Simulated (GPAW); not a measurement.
# TiGe2As4 monolayer in an electric field

Wanted: the out-of-plane polarisability of TiGe2As4 monolayer.

Program: GPAW 26.7.0. Level of theory: GPAW, PAW setups; layer in a repeated cell with vacuum, relaxation of atoms and in-plane cell, in the first sound run; inputs show where later runs differ. Results are calculated unless marked as measured.

## Step 1: The starting structure

The cell holds 7 atoms: 4 As, 2 Ge and 1 Ti. Cell: a = 3.730 Å, b = 3.730 Å, c = 25.315 Å, α = 90.0°, β = 90.0°, γ = 120.0°. Vacuum lies along c.

## Step 2: Relaxing the atoms

The atoms are relaxed first, since the surface dipole, and with it the work function, follows the positions of the outer layers.

run.py reads:

```python
import json
import numpy as np
from ase import Atoms
from ase.filters import FrechetCellFilter
from ase.optimize import BFGS
from gpaw import GPAW, PW

slab = Atoms(
    ['As', 'Ge', 'As', 'Ti', 'As', 'Ge', 'As'],
    positions=[
        [0.00000, 0.00000, 8.00000],
        [-0.00000, 2.15352, 8.86300],
        [-0.00000, 2.15352, 11.18300],
        [0.00000, 0.00000, 12.65761],
        [-0.00000, 2.15352, 14.13221],
        [-0.00000, 2.15352, 16.45221],
        [0.00000, 0.00000, 17.31521]],
    cell=[[3.73, 0.0, 0.0], [-1.865, 3.23027, 0.0], [0.0, 0.0, 25.3152]],
    pbc=[True, True, True])

slab.calc = GPAW(mode=PW(600), xc='PBE', kpts={'size': (9, 9, 1), 'gamma': True},
                 occupations={'name': 'fermi-dirac', 'width': 0.05}, nbands='200%',
                 convergence={'density': 1e-05}, maxiter=200,
                 symmetry={'tolerance': 1e-3}, txt='slab.txt')
result = {}
# The in-plane cell is free; stress needs a cell that repeats along all three vectors
path = []
opt = BFGS(FrechetCellFilter(slab, mask=[1, 1, 0, 0, 0, 1]), maxstep=0.2)
opt.attach(lambda: path.append((slab.get_potential_energy(), slab.positions.tolist(), slab.get_forces().tolist())))
result['relaxed'] = bool(opt.run(fmax=0.02, steps=45))
result['path'] = path
result['cell'] = slab.cell.tolist()
print('in-plane lattice', slab.cell.cellpar().round(4)[[0, 1, 5]])
energy = slab.get_potential_energy()
fermi = slab.calc.get_fermi_level()
v = slab.calc.get_electrostatic_potential().mean((0, 1)) - fermi
n = slab.calc.get_pseudo_density().mean((0, 1))
L = slab.cell[2, 2]
z = np.arange(len(v)) * L / len(v)
low, high = slab.positions[:, 2].min(), slab.positions[:, 2].max()
below, above = np.interp([low - 5.8, high + 5.8], z, v)
slopes = [np.interp(x, z, np.gradient(v, z)) for x in (low - 5.8, high + 5.8)]
eps = np.array([[slab.calc.get_eigenvalues(k, s) for k in range(len(slab.calc.get_ibz_k_points()))]
                for s in range(slab.calc.get_number_of_spins())]) - fermi
top, bottom = eps[eps < 0].max(), eps[eps > 0].min()
dipole = slab.get_dipole_moment()[2]
print(f'energy {energy:.4f} eV, Fermi level {fermi:.4f} eV, dipole {dipole:.5f} e A')
print(f'potential 5.8 A off the faces, from the Fermi level: lower {below:.4f} eV, upper {above:.4f} eV')
print(f'slope of the potential there: lower {slopes[0]:.5f}, upper {slopes[1]:.5f} eV/A')
print(f'nearest levels on the mesh: {top:.4f} and {bottom:.4f} eV')
print('magnetic moment', round(slab.get_magnetic_moment(), 3))
result.update(energy=energy, fermi=fermi, dipole=dipole, below=below, above=above, slopes=slopes, edges=[top, bottom],
              z=z.tolist(), v=v.tolist(), n=n.tolist(), positions=slab.positions.tolist(),
              forces=slab.get_forces(apply_constraint=False).tolist(), moments=slab.get_magnetic_moments().tolist())
json.dump(result, open('result.json', 'w'))
```

Command:

```console
$ OMP_NUM_THREADS=1 OPENBLAS_NUM_THREADS=1 python run.py
```

Log:

```text
Step          Energy          fmax
BFGS:    0      -34.442734        3.070152
BFGS:    1      -34.830551        2.464815
BFGS:    2      -35.430217        1.007140
BFGS:    3      -35.457707        0.777405
BFGS:    4      -35.550910        0.547816
BFGS:    5      -35.586835        0.616533
BFGS:    6      -35.620272        0.499752
BFGS:    7      -35.634049        0.292219
BFGS:    8      -35.640390        0.155100
BFGS:    9      -35.641965        0.148051
BFGS:   10      -35.642940        0.130555
BFGS:   11      -35.645090        0.110080
BFGS:   12      -35.647880        0.110493
BFGS:   13      -35.649825        0.059053
BFGS:   14      -35.650408        0.014841
in-plane lattice [  3.7901   3.7901 120.    ]
energy -35.6464 eV, Fermi level 0.2385 eV, dipole 0.00172 e A
potential 5.8 A off the faces, from the Fermi level: lower 5.0665 eV, upper 5.0659 eV
slope of the potential there: lower 0.00001, upper 0.00029 eV/A
nearest levels on the mesh: -0.1587 and 0.0087 eV
magnetic moment 0.0
```

It took 32 min on 1 thread of Arm Neoverse V1, shared host; peak memory 0.58 GiB.

Numbers from this step:

| Item | Value |
| --- | --- |
| dipole along the normal | 0.001722 e·Å |
| levels nearest the Fermi level on the mesh | -0.1587, 0.008722 eV from the Fermi level |

The electrostatic potential energy of an electron (without an applied field's), less the Fermi level, planar mean oscillates, so the rows of the table below give means over windows of 1.85 Å about each position, cut where the curve ends. Its maxima inside the range that stand out by 2 % of the span (Å: eV): 8.2: -8.53, 10.0: 2.56, 12.0: -4.51, 13.4: -4.51, 15.3: 2.56, 17.1: -8.53. Its minima: 7.6: -12.9, 8.7: -12.5, 11.3: -11.4, 12.7: -11.5, 14.1: -11.4, 16.6: -12.5, 17.7: -12.9.

Table of electrostatic potential energy of an electron (without an applied field's), less the Fermi level, planar mean by z; means over each step:

z (Å), electrostatic potential energy of an electron (without an applied field's), less the Fermi level, planar mean (eV) and a bar from the least value:
```
     0.93        5.1 ##############################
     2.78        5.1 ##############################
     4.63        5.0 ##############################
     6.48        1.3 #######################
     8.33      -10.3 
    10.18       -1.0 ##################
    12.03       -8.5 ####
    13.88       -6.8 #######
    15.73       -2.3 ################
    17.58       -8.7 ###
    19.43        4.2 ############################
    21.28        5.1 ##############################
    23.13        5.1 ##############################
    24.98        5.1 ##############################
```

The pseudo valence density, planar mean oscillates, so the rows of the table below give means over windows of 0.5 Å about each position, cut where the curve ends. Its maxima inside the range that stand out by 2 % of the span (Å: e/Å³): 7.21: 0.238, 8.26: 0.396, 9.14: 0.206, 10.72: 0.229, 12.66: 0.999, 14.59: 0.229, 16.17: 0.207, 17.05: 0.396, 18.11: 0.238. Its minima: 7.56: 0.164, 8.79: 0.0585, 9.84: 0.109, 11.25: 0.163, 14.06: 0.163, 15.47: 0.109, 16.53: 0.0585, 17.76: 0.164.

The pseudo valence density, planar mean by z; means over each step:

| z (Å) | pseudo valence density, planar mean (e/Å³) |
| --- | --- |
| 4.0 | 8.4e-5 |
| 4.5 | 3.3e-4 |
| 5.0 | 0.00134 |
| 5.5 | 0.00549 |
| 6.0 | 0.0221 |
| 6.5 | 0.0806 |
| 7.0 | 0.197 |
| 7.5 | 0.197 |
| 8.0 | 0.340 |
| 8.5 | 0.241 |
| 9.0 | 0.144 |
| 9.5 | 0.158 |
| 10.0 | 0.116 |
| 10.5 | 0.180 |
| 11.0 | 0.196 |
| 11.5 | 0.259 |
| 12.0 | 0.415 |
| 12.5 | 0.837 |
| 13.0 | 0.675 |
| 13.5 | 0.344 |
| 14.0 | 0.207 |
| 14.5 | 0.212 |
| 15.0 | 0.146 |
| 15.5 | 0.118 |
| 16.0 | 0.179 |
| 16.5 | 0.124 |
| 17.0 | 0.335 |
| 17.5 | 0.268 |
| 18.0 | 0.209 |
| 18.5 | 0.155 |
| 19.0 | 0.0509 |
| 19.5 | 0.0133 |
| 20.0 | 0.00328 |
| 20.5 | 8.1e-4 |
| 21.0 | 2.0e-4 |
| 21.5 | 5.0e-5 |

The relaxation lowered the energy of the cell by 1.21 eV (energies extrapolated to zero smearing; the optimiser's log prints free energies). The largest force left on a free atom is 0.015 eV/Å.

## Step 3: Plane waves, PBE

With the geometry fixed, the planar mean of the potential gives the vacuum level on each side.

This step: GPAW, PAW setups; slab in vacuum (GPAW 26.7.0).

The cell differs from the one that the last finished run ended in (c 25.315 → 26.107 Å).

run.py, as its differences from that of step 2:

```diff
@@ -3,4 +3,2 @@
 from ase import Atoms
-from ase.filters import FrechetCellFilter
-from ase.optimize import BFGS
 from gpaw import GPAW, PW
@@ -11,24 +9,17 @@
         [0.00000, 0.00000, 8.00000],
-        [-0.00000, 2.15352, 8.86300],
-        [-0.00000, 2.15352, 11.18300],
-        [0.00000, 0.00000, 12.65761],
-        [-0.00000, 2.15352, 14.13221],
-        [-0.00000, 2.15352, 16.45221],
-        [0.00000, 0.00000, 17.31521]],
-    cell=[[3.73, 0.0, 0.0], [-1.865, 3.23027, 0.0], [0.0, 0.0, 25.3152]],
-    pbc=[True, True, True])
+        [0.00000, 2.18820, 9.15078],
+        [0.00000, 2.18820, 11.61384],
+        [0.00000, 0.00000, 13.05336],
+        [0.00000, 2.18820, 14.49287],
+        [0.00000, 2.18820, 16.95593],
+        [-0.00000, -0.00000, 18.10671]],
+    cell=[[3.79006, -0.0, 0.0], [-1.89503, 3.28228, 0.0], [0.0, 0.0, 26.1067]],
+    pbc=[True, True, False])
 
-slab.calc = GPAW(mode=PW(600), xc='PBE', kpts={'size': (9, 9, 1), 'gamma': True},
+slab.calc = GPAW(mode=PW(400), xc='PBE', kpts={'size': (9, 9, 1), 'gamma': True},
                  occupations={'name': 'fermi-dirac', 'width': 0.05}, nbands='200%',
                  convergence={'density': 1e-05}, maxiter=200,
+                 poissonsolver={'dipolelayer': 'xy'},
                  symmetry={'tolerance': 1e-3}, txt='slab.txt')
 result = {}
-# The in-plane cell is free; stress needs a cell that repeats along all three vectors
-path = []
-opt = BFGS(FrechetCellFilter(slab, mask=[1, 1, 0, 0, 0, 1]), maxstep=0.2)
-opt.attach(lambda: path.append((slab.get_potential_energy(), slab.positions.tolist(), slab.get_forces().tolist())))
-result['relaxed'] = bool(opt.run(fmax=0.02, steps=45))
-result['path'] = path
-result['cell'] = slab.cell.tolist()
-print('in-plane lattice', slab.cell.cellpar().round(4)[[0, 1, 5]])
 energy = slab.get_potential_energy()
```

Log:

```text
energy -35.5797 eV, Fermi level 0.0790 eV, dipole 0.00177 e A
potential 5.8 A off the faces, from the Fermi level: lower 5.0674 eV, upper 5.0635 eV
slope of the potential there: lower -0.00018, upper 0.00018 eV/A
nearest levels on the mesh: -0.1589 and 0.0084 eV
magnetic moment 0.0
```

Wall time 93 s (1 thread); peak memory 0.26 GiB.

Numbers from this step:

- dipole along the normal: 0.001771 e·Å
- levels nearest the Fermi level on the mesh: -0.1589, 0.008421 eV from the Fermi level
- upper work function: 5.064 eV
- lower work function: 5.067 eV

Table of electrostatic potential energy of an electron (without an applied field's), less the Fermi level, planar mean by z:

| z (Å) | electrostatic potential energy of an electron (without an applied field's), less the Fermi level, planar mean (eV) |
| --- | --- |
| 0.0 | 5.07 |
| 0.5 | 5.07 |
| 1.0 | 5.07 |
| 1.5 | 5.07 |
| 2.0 | 5.07 |
| 2.5 | 5.07 |
| 3.0 | 5.07 |
| 3.5 | 5.07 |
| 4.0 | 5.07 |
| 4.5 | 5.06 |
| 5.0 | 5.06 |
| 5.5 | 5.03 |
| 6.0 | 4.91 |
| 6.5 | 4.45 |
| 7.0 | 2.64 |
| 7.5 | -3.79 |
| 8.0 | -12.7 |
| 8.5 | -8.86 |
| 9.0 | -11.9 |
| 9.5 | -6.94 |
| 10.0 | 0.802 |
| 10.5 | 2.46 |
| 11.0 | -1.45 |
| 11.5 | -10.6 |
| 12.0 | -7.22 |
| 12.5 | -5.37 |
| 13.0 | -11.3 |
| 13.5 | -6.57 |
| 14.0 | -5.79 |
| 14.5 | -11.4 |
| 15.0 | -3.25 |
| 15.5 | 2.15 |
| 16.0 | 1.59 |
| 16.5 | -4.71 |
| 17.0 | -12.4 |
| 17.5 | -8.60 |
| 18.0 | -12.7 |
| 18.5 | -6.10 |
| 19.0 | 1.82 |
| 19.5 | 4.24 |
| 20.0 | 4.86 |
| 20.5 | 5.01 |
| 21.0 | 5.05 |
| 21.5 | 5.06 |
| 22.0 | 5.06 |
| 22.5 | 5.06 |
| 23.0 | 5.06 |
| 23.5 | 5.06 |
| 24.0 | 5.06 |
| 24.5 | 5.06 |
| 25.0 | 5.06 |
| 25.5 | 5.06 |
| 26.0 | 5.07 |

The pseudo valence density, planar mean oscillates, so the rows of the table below give means over windows of 1.04 Å about each position, cut where the curve ends. Its maxima inside the range that stand out by 2 % of the span (Å: e/Å³): 7.5: 0.236, 8.6: 0.403, 9.6: 0.213, 11.3: 0.225, 13.2: 0.956, 14.8: 0.225, 16.5: 0.213, 17.5: 0.403, 18.6: 0.236. Its minima: 7.9: 0.164, 9.2: 0.0586, 10.2: 0.109, 11.5: 0.169, 14.6: 0.169, 15.9: 0.109, 16.9: 0.0586, 18.2: 0.164.

Table of pseudo valence density, planar mean by z; means over each step:

| z (Å) | pseudo valence density, planar mean (e/Å³) |
| --- | --- |
| 3.64 | 1.3e-5 |
| 4.68 | 2.4e-4 |
| 5.72 | 0.00430 |
| 6.76 | 0.0685 |
| 7.80 | 0.217 |
| 8.84 | 0.253 |
| 9.88 | 0.151 |
| 10.92 | 0.174 |
| 11.96 | 0.278 |
| 13.00 | 0.748 |
| 14.04 | 0.311 |
| 15.08 | 0.181 |
| 16.12 | 0.147 |
| 17.16 | 0.233 |
| 18.20 | 0.232 |
| 19.24 | 0.0868 |
| 20.28 | 0.00594 |
| 21.32 | 3.3e-4 |
| 22.36 | 1.8e-5 |

The potential is flat to 1.8e-4 eV/Å where it is read, so the vacuum is wide enough.

## Step 4: Field on

A uniform field along the normal polarises the slab; the atoms stay fixed, so this is the electronic response alone.

run.py, as its differences from that of step 3:

```diff
@@ -4,2 +4,3 @@
 from gpaw import GPAW, PW
+from gpaw.external import ConstantElectricField
 
@@ -22,2 +23,3 @@
                  poissonsolver={'dipolelayer': 'xy'},
+                 external=ConstantElectricField(-0.2, [0, 0, 1]),
                  symmetry={'tolerance': 1e-3}, txt='slab.txt')
```

Log:

```text
energy -35.5967 eV, Fermi level 0.0775 eV, dipole -0.16969 e A
potential 5.8 A off the faces, from the Fermi level: lower 3.8340 eV, upper 6.3036 eV
slope of the potential there: lower -0.00027, upper 0.00011 eV/A
nearest levels on the mesh: -0.1588 and 0.0088 eV
magnetic moment 0.0
```

The job ended after 5 min (1 thread; peak memory 0.47 GiB).

Numbers from this step:

* dipole along the normal: -0.1697 e·Å
* levels nearest the Fermi level on the mesh: -0.1588, 0.008792 eV from the Fermi level
* potential below the slab, the applied field's own ramp left out: 3.834 eV from the Fermi level
* potential above the slab, the applied field's own ramp left out: 6.304 eV from the Fermi level

The electrostatic potential energy of an electron (without an applied field's), less the Fermi level, planar mean oscillates, so the rows of the table below give means over windows of 1.88 Å about each position, cut where the curve ends. Its maxima inside the range that stand out by 2 % of the span (Å: eV): 8.6: -9.41, 10.4: 2.04, 12.3: -4.64, 13.8: -4.35, 15.7: 3.06, 17.5: -7.67, 24.5: 6.30. Its minima: 8.0: -13.9, 9.1: -13.2, 11.6: -11.7, 13.1: -11.5, 14.5: -11.1, 17.0: -11.7, 18.1: -12.0.

Electrostatic potential energy of an electron (without an applied field's), less the Fermi level, planar mean against z; means over each step:

| z (Å) | electrostatic potential energy of an electron (without an applied field's), less the Fermi level, planar mean (eV) |
| --- | --- |
| 0.94 | 3.96 |
| 2.82 | 3.83 |
| 4.70 | 3.83 |
| 6.58 | 1.99 |
| 8.46 | -11.2 |
| 10.34 | -1.37 |
| 12.22 | -8.51 |
| 14.10 | -7.38 |
| 15.98 | -0.991 |
| 17.86 | -8.43 |
| 19.74 | 5.18 |
| 21.62 | 6.30 |
| 23.50 | 6.30 |
| 25.38 | 6.23 |

The dipole is now -0.170 e Å, against 0.0018 in the run without a field.

## Step 5: In a field

run.py, as its differences from that of step 4:

```diff
@@ -23,3 +23,3 @@
                  poissonsolver={'dipolelayer': 'xy'},
-                 external=ConstantElectricField(-0.2, [0, 0, 1]),
+                 external=ConstantElectricField(-0.1, [0, 0, 1]),
                  symmetry={'tolerance': 1e-3}, txt='slab.txt')
```

Log:

```text
energy -35.5840 eV, Fermi level 0.0786 eV, dipole -0.08482 e A
potential 5.8 A off the faces, from the Fermi level: lower 4.4492 eV, upper 5.6836 eV
slope of the potential there: lower -0.00022, upper 0.00014 eV/A
nearest levels on the mesh: -0.1589 and 0.0086 eV
magnetic moment 0.0
```

It took 6.2 min on 1 thread; peak memory 0.47 GiB.

This step gave:

- dipole along the normal: -0.08482 e·Å
- levels nearest the Fermi level on the mesh: -0.1589, 0.008556 eV from the Fermi level
- potential below the slab, the applied field's own ramp left out: 4.449 eV from the Fermi level
- potential above the slab, the applied field's own ramp left out: 5.684 eV from the Fermi level

The electrostatic potential energy of an electron (without an applied field's), less the Fermi level, planar mean oscillates, so the rows of the table below give means over windows of 1.88 Å about each position, cut where the curve ends. Its maxima inside the range that stand out by 2 % of the span (Å: eV): 8.6: -8.98, 10.4: 2.29, 12.3: -4.57, 13.8: -4.42, 15.7: 2.80, 17.5: -8.11, 24.7: 5.68. Its minima: 8.0: -13.4, 9.1: -12.8, 11.6: -11.5, 13.1: -11.5, 14.5: -11.2, 17.0: -12.0, 18.1: -12.4.

The electrostatic potential energy of an electron (without an applied field's), less the Fermi level, planar mean by z; means over each step:

| z (Å) | electrostatic potential energy of an electron (without an applied field's), less the Fermi level, planar mean (eV) |
| --- | --- |
| 0.94 | 4.51 |
| 2.82 | 4.45 |
| 4.70 | 4.44 |
| 6.58 | 2.58 |
| 8.46 | -10.8 |
| 10.34 | -1.11 |
| 12.22 | -8.43 |
| 14.10 | -7.49 |
| 15.98 | -1.28 |
| 17.86 | -8.89 |
| 19.74 | 4.58 |
| 21.62 | 5.68 |
| 23.50 | 5.68 |
| 25.38 | 5.64 |

The dipole is now -0.0848 e Å, against 0.0018 in the run without a field.

## Step 6: In a field

run.py, as its differences from that of step 5:

```diff
@@ -23,3 +23,3 @@
                  poissonsolver={'dipolelayer': 'xy'},
-                 external=ConstantElectricField(-0.1, [0, 0, 1]),
+                 external=ConstantElectricField(-0.05, [0, 0, 1]),
                  symmetry={'tolerance': 1e-3}, txt='slab.txt')
```

Log:

```text
energy -35.5808 eV, Fermi level 0.0789 eV, dipole -0.04243 e A
potential 5.8 A off the faces, from the Fermi level: lower 4.7569 eV, upper 5.3744 eV
slope of the potential there: lower -0.00020, upper 0.00016 eV/A
nearest levels on the mesh: -0.1589 and 0.0085 eV
magnetic moment 0.0
```

Wall time 6.2 min (1 thread); peak memory 0.47 GiB.

Electrostatic potential energy of an electron (without an applied field's), less the Fermi level, planar mean against z:

| z (Å) | electrostatic potential energy of an electron (without an applied field's), less the Fermi level, planar mean (eV) |
| --- | --- |
| 0.0 | 5.07 |
| 0.5 | 4.76 |
| 1.0 | 4.76 |
| 1.5 | 4.76 |
| 2.0 | 4.76 |
| 2.5 | 4.76 |
| 3.0 | 4.76 |
| 3.5 | 4.76 |
| 4.0 | 4.76 |
| 4.5 | 4.75 |
| 5.0 | 4.75 |
| 5.5 | 4.72 |
| 6.0 | 4.61 |
| 6.5 | 4.15 |
| 7.0 | 2.35 |
| 7.5 | -4.06 |
| 8.0 | -13.0 |
| 8.5 | -9.08 |
| 9.0 | -12.1 |
| 9.5 | -7.12 |
| 10.0 | 0.653 |
| 10.5 | 2.33 |
| 11.0 | -1.55 |
| 11.5 | -10.7 |
| 12.0 | -7.27 |
| 12.5 | -5.40 |
| 13.0 | -11.3 |
| 13.5 | -6.55 |
| 14.0 | -5.75 |
| 14.5 | -11.3 |
| 15.0 | -3.15 |
| 15.5 | 2.28 |
| 16.0 | 1.73 |
| 16.5 | -4.54 |
| 17.0 | -12.2 |
| 17.5 | -8.38 |
| 18.0 | -12.4 |
| 18.5 | -5.84 |
| 19.0 | 2.11 |
| 19.5 | 4.54 |
| 20.0 | 5.16 |
| 20.5 | 5.32 |
| 21.0 | 5.36 |
| 21.5 | 5.37 |
| 22.0 | 5.37 |
| 22.5 | 5.37 |
| 23.0 | 5.37 |
| 23.5 | 5.37 |
| 24.0 | 5.37 |
| 24.5 | 5.37 |
| 25.0 | 5.37 |
| 25.5 | 5.37 |
| 26.0 | 5.16 |

## Step 7: Field on

run.py, as its differences from that of step 6:

```diff
@@ -23,3 +23,3 @@
                  poissonsolver={'dipolelayer': 'xy'},
-                 external=ConstantElectricField(-0.05, [0, 0, 1]),
+                 external=ConstantElectricField(0.05, [0, 0, 1]),
                  symmetry={'tolerance': 1e-3}, txt='slab.txt')
```

Log:

```text
energy -35.5808 eV, Fermi level 0.0789 eV, dipole 0.04243 e A
potential 5.8 A off the faces, from the Fermi level: lower 5.3744 eV, upper 4.7569 eV
slope of the potential there: lower -0.00016, upper 0.00020 eV/A
nearest levels on the mesh: -0.1589 and 0.0085 eV
magnetic moment 0.0
```

It took 6.2 min on 1 thread; peak memory 0.47 GiB.

Table of electrostatic potential energy of an electron (without an applied field's), less the Fermi level, planar mean by z:

| z (Å) | electrostatic potential energy of an electron (without an applied field's), less the Fermi level, planar mean (eV) |
| --- | --- |
| 0.0 | 5.07 |
| 0.5 | 5.37 |
| 1.0 | 5.37 |
| 1.5 | 5.37 |
| 2.0 | 5.37 |
| 2.5 | 5.37 |
| 3.0 | 5.37 |
| 3.5 | 5.37 |
| 4.0 | 5.37 |
| 4.5 | 5.37 |
| 5.0 | 5.36 |
| 5.5 | 5.33 |
| 6.0 | 5.22 |
| 6.5 | 4.75 |
| 7.0 | 2.92 |
| 7.5 | -3.52 |
| 8.0 | -12.5 |
| 8.5 | -8.64 |
| 9.0 | -11.7 |
| 9.5 | -6.77 |
| 10.0 | 0.949 |
| 10.5 | 2.58 |
| 11.0 | -1.35 |
| 11.5 | -10.5 |
| 12.0 | -7.17 |
| 12.5 | -5.35 |
| 13.0 | -11.3 |
| 13.5 | -6.59 |
| 14.0 | -5.84 |
| 14.5 | -11.4 |
| 15.0 | -3.34 |
| 15.5 | 2.04 |
| 16.0 | 1.45 |
| 16.5 | -4.88 |
| 17.0 | -12.6 |
| 17.5 | -8.82 |
| 18.0 | -12.9 |
| 18.5 | -6.36 |
| 19.0 | 1.54 |
| 19.5 | 3.94 |
| 20.0 | 4.56 |
| 20.5 | 4.71 |
| 21.0 | 4.74 |
| 21.5 | 4.75 |
| 22.0 | 4.76 |
| 22.5 | 4.76 |
| 23.0 | 4.76 |
| 23.5 | 4.76 |
| 24.0 | 4.76 |
| 24.5 | 4.76 |
| 25.0 | 4.76 |
| 25.5 | 4.76 |
| 26.0 | 4.97 |

## Step 8: Field on

run.py, as its differences from that of step 7:

```diff
@@ -23,3 +23,3 @@
                  poissonsolver={'dipolelayer': 'xy'},
-                 external=ConstantElectricField(0.05, [0, 0, 1]),
+                 external=ConstantElectricField(0.1, [0, 0, 1]),
                  symmetry={'tolerance': 1e-3}, txt='slab.txt')
```

Log:

```text
energy -35.5840 eV, Fermi level 0.0787 eV, dipole 0.08482 e A
potential 5.8 A off the faces, from the Fermi level: lower 5.6834 eV, upper 4.4491 eV
slope of the potential there: lower -0.00014, upper 0.00022 eV/A
nearest levels on the mesh: -0.1589 and 0.0086 eV
magnetic moment 0.0
```

Wall time 6.5 min (1 thread); peak memory 0.47 GiB.

The dipole is now 0.0848 e Å, against 0.0018 in the run without a field.

(Part 1 of 2 ends here.)

[Logs are printed without paths, hosts, clocks, repeated set-up lines and the standing remarks that a program may print on its own settings, such as how far it seeks lower states.]

[Hosts, paths, dates, database ids (printed as entryN), source tags and the programs' standing remarks are cut or masked in the printed files.]
